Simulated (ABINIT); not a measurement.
An input for ABINIT 10.8.3 (Diamond (Fd-3m, 2 atoms a cell)):

```
acell 3*1.0 Angstrom
rprim 
  -0.000000000000 1.783370000000 1.783370000000
  1.783370000000 -0.000000000000 1.783370000000
  1.783370000000 1.783370000000 0.000000000000
ntypat 1
znucl 6
natom 2
typat 1 1
xred 
  -0.000000000000 0.000000000000 0.000000000000
  0.250000000000 0.250000000000 0.250000000000
pp_dirpath "pseudos"
pseudos "C.upf"
ecut 37
ngkpt 8 8 8
nshiftk 1
shiftk 0 0 0
kptopt 1
chksymbreak 0
istwfk *1
occopt 1
irdwfk 1
optdriver 4
nband 56
gwcalctyp 27
ecutsigx 37
symsigma 0
nkptgw 29
kptgw 
  0.0000000000 0.0000000000 0.0000000000
  0.1250000000 0.0000000000 0.0000000000
  0.2500000000 0.0000000000 0.0000000000
  0.3750000000 0.0000000000 0.0000000000
  0.5000000000 0.0000000000 0.0000000000
  0.1250000000 0.1250000000 0.0000000000
  0.2500000000 0.1250000000 0.0000000000
  0.3750000000 0.1250000000 0.0000000000
  0.5000000000 0.1250000000 0.0000000000
  -0.3750000000 0.1250000000 0.0000000000
  -0.2500000000 0.1250000000 0.0000000000
  -0.1250000000 0.1250000000 0.0000000000
  0.2500000000 0.2500000000 0.0000000000
  0.3750000000 0.2500000000 0.0000000000
  0.5000000000 0.2500000000 0.0000000000
  -0.3750000000 0.2500000000 0.0000000000
  -0.2500000000 0.2500000000 0.0000000000
  0.3750000000 0.3750000000 0.0000000000
  0.5000000000 0.3750000000 0.0000000000
  -0.3750000000 0.3750000000 0.0000000000
  0.5000000000 0.5000000000 0.0000000000
  0.3750000000 0.2500000000 0.1250000000
  0.5000000000 0.2500000000 0.1250000000
  -0.3750000000 0.2500000000 0.1250000000
  0.5000000000 0.3750000000 0.1250000000
  -0.3750000000 0.3750000000 0.1250000000
  -0.2500000000 0.3750000000 0.1250000000
  -0.3750000000 0.5000000000 0.1250000000
  -0.2500000000 0.5000000000 0.2500000000
bdgw 
  1 18
  1 18
  1 18
  1 18
  1 18
  1 18
  1 18
  1 18
  1 18
  1 18
  1 18
  1 18
  1 18
  1 18
  1 18
  1 18
  1 18
  1 18
  1 18
  1 18
  1 18
  1 18
  1 18
  1 18
  1 18
  1 18
  1 18
  1 18
  1 18
ecuteps 8
irdscr 1
irdqps 1
indata_prefix "in"
outdata_prefix "out"
tmpdata_prefix "tmp"
```

```sh
OMP_NUM_THREADS=1 mpirun -n 4 abinit run.abi > log
```

Q: Estimate wall time and host memory on 4 MPI ranks of Arm Neoverse V1, shared host.

It took 3.1 min; on shared hardware allow 93 s to 6.2 min. Peak host memory was 1.6 GiB.

[Paths, hosts, dates, memory and timing lines, banners, echoed tables and standing remarks are left out of the program output.]

[Logs are printed without paths, hosts, clocks, repeated set-up lines and the standing remarks that a program may print on its own settings, such as how far it seeks lower states.]

[Runs of the session that timed out or met a known fault of the program may be left out.]

[Hosts, paths, dates, database ids (printed as entryN), source tags and the programs' standing remarks are cut or masked in the printed files.]

[G0W0 gaps are taken among the corrected bands and points alone; a level outside them can change the order at an edge.]

[Where Ansatz stands beside ABINIT at settings called matched, ABINIT's density can come from a denser mesh and the files from another edition; pairs whose starting gaps differed by over 0.03 eV were left out, so agreement reads better than it is.]
